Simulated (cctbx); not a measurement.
**A crystallographic session in cctbx: ScPtW**

Library: cctbx 2025.11. The data are simulated by the first script.

## 1. Simulate the data

run.py:

```python
from cctbx import adptbx, crystal, miller, sgtbx, xray
from cctbx.array_family import flex
from iotbx.shelx import hklf
from scitbx import matrix
import scitbx.random

cs = crystal.symmetry(unit_cell=(7.046, 7.046, 3.696, 90, 90, 120), space_group_symbol='Hall: P -6 -2')  # P-62m
atoms = [  # label, site, U (iso, or U11 U22 U33 U12 U13 U23 in A^2), occupancy
    ("Pt1", (0, 0, 0), (0.0023, 0.0023, 0.0024, 0.0011, 0.0000, 0.0000), 1),
    ("Pt2", (2/3, 1/3, 0.5), (0.0022, 0.0022, 0.0020, 0.0011, 0.0000, 0.0000), 1),
    ("W1", (0.7357, 0, 0.5), (0.0018, 0.0021, 0.0023, 0.0011, 0.0000, 0.0000), 1),
    ("Sc1", (0.4083, 0, 0), (0.0047, 0.0041, 0.0043, 0.0021, 0.0000, 0.0000), 1),
]
xs = xray.structure(crystal_symmetry=cs)
for label, site, u, occ in atoms:
    u = adptbx.u_cif_as_u_star(cs.unit_cell(), u) if isinstance(u, tuple) else u
    xs.add_scatterer(xray.scatterer(label, site=site, u=u, occupancy=occ))
xs.set_inelastic_form_factors(0.56087, "sasaki")
xs.show_summary()
p1 = xs.expand_to_p1()
ms = miller.build_set(p1, anomalous_flag=True, d_min=1.1)
flex.set_random_seed(412919)
scitbx.random.set_random_seed(412919)
ms = ms.select(flex.random_double(ms.size()) < 0.5)
i = ms.structure_factors_from_scatterers(p1, algorithm="direct").f_calc().as_intensity_array().data()
i = i * 40000 / flex.max(i)
sig = flex.sqrt(i + flex.pow2(0.03 * i) + 4 ** 2)
noise = scitbx.random.variate(scitbx.random.normal_distribution())(i.size())
data = ms.array(data=i + sig * noise, sigmas=sig).set_observation_type_xray_intensity()
with open("data.hkl", "w") as f:
    data.export_as_shelx_hklf(f)
print("reflections written:", data.size(), " <I/sigma> = %.1f" % flex.mean(data.data() / data.sigmas()))
for h, a, b in list(data.sort("data"))[:12]:
    print("%4d%4d%4d %9.1f %7.1f" % (h + (a, b)))
```

```console
$ python run.py
```

```text
Number of scatterers: 4
At special positions: 4
Unit cell: (7.046, 7.046, 3.696, 90, 90, 120)
Space group: P -6 2 m (No. 189)
reflections written: 259  <I/sigma> = 26.3
   0   0   2   40553.1  1216.6
   0  -3   0   23666.0   698.7
   3  -3   0   22881.2   698.7
   3   0   0   22468.2   698.7
   3   0   2   17781.2   505.8
  -3   3   2   17297.3   505.8
   0   3  -2   17185.6   505.8
   0   3   2   17023.3   505.8
  -3   0  -2   16810.2   505.8
  -3   0   2   16381.1   505.8
   3  -3  -2   15895.1   505.8
  -3   3  -2   15888.0   505.8
```

Run time: 0.37 s on 1 thread of Arm Neoverse N1, with other jobs on the host, peak memory 0.07 GiB.

## 2. Refinement (right model)

run.py:

```python
import math
from cctbx import adptbx, crystal, maptbx, sgtbx, xray
from cctbx.array_family import flex
from cctbx.xray import observations
from iotbx.shelx import hklf
from scitbx.lstbx import normal_eqns_solving
from smtbx import absolute_structure, utils
from smtbx.refinement import constraints, least_squares

cs = crystal.symmetry(unit_cell=(7.046, 7.046, 3.696, 90, 90, 120), space_group_symbol='Hall: P -6 -2')  # P-62m
atoms = [  # label, site, U (iso, or U11 U22 U33 U12 U13 U23 in A^2), occupancy
    ("Pt1", (0, 0, 0), 0.0200, 1),
    ("Pt2", (2/3, 1/3, 0.5), 0.0200, 1),
    ("W1", (0.7338, 0, 0.5), 0.0200, 1),
    ("Sc1", (0.411, 0, 0), 0.0200, 1),
]
xs = xray.structure(crystal_symmetry=cs)
for label, site, u, occ in atoms:
    u = adptbx.u_cif_as_u_star(cs.unit_cell(), u) if isinstance(u, tuple) else u
    xs.add_scatterer(xray.scatterer(label, site=site, u=u, occupancy=occ))
xs.set_inelastic_form_factors(0.56087, "sasaki")
raw = hklf.reader(file_name="data.hkl").as_miller_arrays(crystal_symmetry=cs, anomalous=True)[0]
merged = raw.eliminate_sys_absent().merge_equivalents()
fo2 = merged.array().set_observation_type_xray_intensity()
print("Rint %.3f, %d unique reflections to %.2f A" % (merged.r_int(), fo2.size(), fo2.d_min()))
for sc in xs.scatterers():
    sc.flags.set_grad_site(True)
    sc.flags.set_grad_u_aniso(sc.flags.use_u_aniso())
    sc.flags.set_grad_u_iso(sc.flags.use_u_iso())
obs = fo2.as_xray_observations()
extra = {}
rep = constraints.reparametrisation(xs, [], utils.connectivity_table(xs), **extra)
ls = least_squares.crystallographic_ls(obs, rep, weighting_scheme=least_squares.mainstream_shelx_weighting(a=0, b=0))
print("cycle     R1     wR2    GooF  max shift (A)")
for cycle in range(8):
    ls.build_up()
    r1, wr2, goof = ls.r1_factor(cutoff_factor=2)[0], ls.wR2(), ls.goof()
    old = xs.sites_cart()
    normal_eqns_solving.levenberg_marquardt_iterations(ls, n_max_iterations=3, tau=1e-06, step_threshold=1e-7)
    big = flex.max((xs.sites_cart() - old).norms())
    print("%4d %7.4f %7.4f %7.3f %9.5f" % (cycle + 1, r1, wr2, goof, big))
    ls.build_up(objective_only=True)
    if abs(ls.wR2() - wr2) < 5e-5 and big < 5e-4:
        break
ls.build_up()
print("final R1 %.4f wR2 %.4f GooF %.3f  parameters %d  data/parameter %.1f" % (ls.r1_factor(cutoff_factor=2)[0], ls.wR2(), ls.goof(), ls.n_parameters, fo2.size() / ls.n_parameters))
cov = ls.covariance_matrix_and_annotations()
su = dict(zip(cov.annotations, (math.sqrt(max(v, 0)) for v in cov.matrix.matrix_packed_u_diagonal())))
a2 = cs.unit_cell().reciprocal_parameters()[0] ** -2
print("atom        x        y        z      Ueq    occ   su(xyz)  su(Uiso or U11)")
for sc in xs.scatterers():
    s = max(su.get(sc.label + k, 0) for k in (".x", ".y", ".z"))
    npd = "" if sc.is_positive_definite_u(cs.unit_cell()) else "  NPD"
    print("%-5s %8.5f %8.5f %8.5f %8.4f %6.3f %8.5f %7.4f%s" % ((sc.label,) + sc.site + (sc.u_iso_or_equiv(cs.unit_cell()), sc.occupancy, s, su.get(sc.label + ".uiso", su.get(sc.label + ".u11", 0) * a2), npd)))
fo = fo2.f_sq_as_f()
fc = fo.structure_factors_from_scatterers(xs, algorithm="direct").f_calc()
diff = fo.f_obs_minus_f_calc(1 / math.sqrt(ls.scale_factor()), fc).average_bijvoet_mates()
m = diff.fft_map(symmetry_flags=maptbx.use_space_group_symmetry, resolution_factor=0.25).apply_volume_scaling()
print("difference map: max %.2f min %.2f rms %.2f" % (m.statistics().max(), m.statistics().min(), m.statistics().sigma()))
peaks = m.peak_search(parameters=maptbx.peak_search_parameters(min_distance_sym_equiv=0.6, max_clusters=6)).all()
near = xs.closest_distances(peaks.sites(), distance_cutoff=4)
sps = cs.special_position_settings(min_distance_sym_equiv=0.5)
for k, (x, h) in enumerate(zip(peaks.sites(), peaks.heights())):
    ss = sps.site_symmetry(x)
    print("Q%-3d %7.4f %7.4f %7.4f %4d %7.2f  %.2f A from %s" % ((k + 1,) + tuple(t % 1 for t in ss.exact_site()) + (ss.multiplicity(), h, near.smallest_distances[k], xs.scatterers()[near.i_seqs[k]].label)))
```

```console
$ python run.py
```

```text
Rint 0.024, 60 unique reflections to 1.10 A
cycle     R1     wR2    GooF  max shift (A)
   1  0.0755  0.1743   9.434   0.01809
   2  0.0078  0.0170   0.920   0.00000
final R1 0.0078 wR2 0.0170 GooF 0.920  parameters 6  data/parameter 10.0
atom        x        y        z      Ueq    occ   su(xyz)  su(Uiso or U11)
Pt1    0.00000  0.00000  0.00000   0.0028  1.000  0.00000  0.0004
Pt2    0.66667  0.33333  0.50000   0.0023  1.000  0.00000  0.0003
W1     0.73577  0.00000  0.50000   0.0020  1.000  0.00009  0.0003
Sc1    0.40843  0.00000  0.00000   0.0050  1.000  0.00054  0.0008
difference map: max 0.96 min -0.34 rms 0.15
Q1    0.0000  0.0000  0.5000    1    1.00  1.85 A from Pt1
Q2    0.3333  0.6667  0.0000    2    0.87  1.85 A from Pt2
Q3    0.0000  0.7317  0.0000    3    0.60  1.85 A from W1
Q4    0.0000  0.5810  0.5000    3    0.49  1.09 A from W1
Q5    0.0861  0.3659  0.0000    6    0.47  0.80 A from Sc1
Q6    0.0000  0.4800  0.5000    3    0.31  1.80 A from W1
```

Time: 0.51 s.

## 3. Simulate the data

run.py, as its changes from the last script of this kind:

```diff
@@ -21 +21 @@
-ms = miller.build_set(p1, anomalous_flag=True, d_min=1.1)
+ms = miller.build_set(p1, anomalous_flag=True, d_min=0.84)
```

```console
$ python run.py
```

```text
Number of scatterers: 4
At special positions: 4
Unit cell: (7.046, 7.046, 3.696, 90, 90, 120)
Space group: P -6 2 m (No. 189)
reflections written: 572  <I/sigma> = 25.0
   0   0  -2   40479.5  1216.6
   0  -3   0   23189.4   698.7
   3   0   0   22729.9   698.7
  -3   0   0   22677.0   698.7
  -3   3   0   21835.6   698.7
   0   0   4   18800.7   577.4
  -3   3   2   17103.7   505.8
  -3   3  -2   16355.5   505.8
   0   3  -2   16187.9   505.8
   0  -3   2   15904.3   505.8
   0   3   2   15847.6   505.8
   3   0   2   15832.6   505.8
```

Time: 0.4 s.

## 4. Refinement (right model)

run.py, as its changes from the last script of this kind:

```diff
@@ -14,2 +14,2 @@
-    ("W1", (0.7338, 0, 0.5), 0.0200, 1),
-    ("Sc1", (0.411, 0, 0), 0.0200, 1),
+    ("W1", (0.7315, 0, 0.5), 0.0200, 1),
+    ("Sc1", (0.4118, 0, 0), 0.0200, 1),
@@ -21,0 +22 @@
+xs.convert_to_anisotropic()
```

```console
$ python run.py
```

```text
Rint 0.023, 131 unique reflections to 0.84 A
cycle     R1     wR2    GooF  max shift (A)
   1  0.1275  0.2901  15.370   0.02937
   2  0.0088  0.0193   1.022   0.00001
final R1 0.0088 wR2 0.0193 GooF 1.022  parameters 12  data/parameter 10.9
atom        x        y        z      Ueq    occ   su(xyz)  su(Uiso or U11)
Pt1    0.00000  0.00000  0.00000   0.0026  1.000  0.00000  0.0002
Pt2    0.66667  0.33333  0.50000   0.0023  1.000  0.00000  0.0002
W1     0.73567  0.00000  0.50000   0.0023  1.000  0.00005  0.0002
Sc1    0.40851  0.00000  0.00000   0.0046  1.000  0.00031  0.0007
difference map: max 0.51 min -0.53 rms 0.16
Q1    0.0000  0.1241  0.5000    3    0.52  1.61 A from W1
Q2    0.2337  0.4887  0.5000    6    0.48  1.09 A from Pt2
Q3    0.0000  0.8600  0.5000    3    0.45  0.88 A from W1
Q4    0.0000  0.0913  0.0000    3    0.45  0.64 A from Pt1
Q5    0.1339  0.5881  0.0000    6    0.41  1.14 A from Sc1
Q6    0.1570  0.3069  0.5000    6    0.41  0.94 A from W1
```

Time: 0.57 s.

## 5. Simulate the data

run.py, as its changes from the last script of this kind:

```diff
@@ -21 +21 @@
-ms = miller.build_set(p1, anomalous_flag=True, d_min=0.84)
+ms = miller.build_set(p1, anomalous_flag=True, d_min=0.6)
```

```console
$ python run.py
```

```text
Number of scatterers: 4
At special positions: 4
Unit cell: (7.046, 7.046, 3.696, 90, 90, 120)
Space group: P -6 2 m (No. 189)
reflections written: 1518  <I/sigma> = 25.6
   0  -3   0   41386.9  1216.6
   0   3   0   39745.3  1216.6
  -3   3   0   39588.1  1216.6
   0   0  -4   33114.3  1003.3
   3  -3   2   29360.5   877.4
   3  -3  -2   29134.2   877.4
   3   0   2   29025.4   877.4
   0   3   2   28563.4   877.4
  -3   0  -2   28177.1   877.4
  -2   0  -1   22476.1   662.5
   0   0   1   22382.6   693.8
   0   0  -1   22217.1   693.8
```

Time: 0.38 s.

## 6. Refinement (right model)

run.py, as its changes from the last script of this kind:

```diff
@@ -14,2 +14,2 @@
-    ("W1", (0.7315, 0, 0.5), 0.0200, 1),
-    ("Sc1", (0.4118, 0, 0), 0.0200, 1),
+    ("W1", (0.7439, 0, 0.5), 0.0200, 1),
+    ("Sc1", (0.4053, 0, 0), 0.0200, 1),
```

```console
$ python run.py
```

```text
Rint 0.024, 317 unique reflections to 0.60 A
cycle     R1     wR2    GooF  max shift (A)
   1  0.2623  0.5408  29.383   0.05774
   2  0.0067  0.0168   0.913   0.00002
final R1 0.0067 wR2 0.0168 GooF 0.912  parameters 12  data/parameter 26.4
atom        x        y        z      Ueq    occ   su(xyz)  su(Uiso or U11)
Pt1    0.00000  0.00000  0.00000   0.0023  1.000  0.00000  0.0001
Pt2    0.66667  0.33333  0.50000   0.0021  1.000  0.00000  0.0001
W1     0.73571  0.00000  0.50000   0.0020  1.000  0.00002  0.0000
Sc1    0.40837  0.00000  0.00000   0.0044  1.000  0.00013  0.0002
difference map: max 1.06 min -0.75 rms 0.20
Q1    0.0000  0.0000  0.0000    1    1.06  0.00 A from Pt1
Q2    0.0000  0.2707  0.5000    3    0.99  1.89 A from W1
Q3    0.3333  0.6667  0.2766    4    0.91  0.83 A from Pt2
Q4    0.0663  0.6678  0.0000    6    0.77  1.64 A from Sc1
Q5    0.0000  0.3772  0.5000    3    0.69  1.86 A from Sc1
Q6    0.0000  0.3072  0.0000    3    0.69  0.71 A from Sc1
```

Run time: 0.57 s on 1 thread of Arm Neoverse N1, on a shared host, peak memory 0.09 GiB.

[Logs are printed without paths, hosts, clocks, repeated set-up lines and the standing remarks that a program may print on its own settings, such as how far it seeks lower states.]
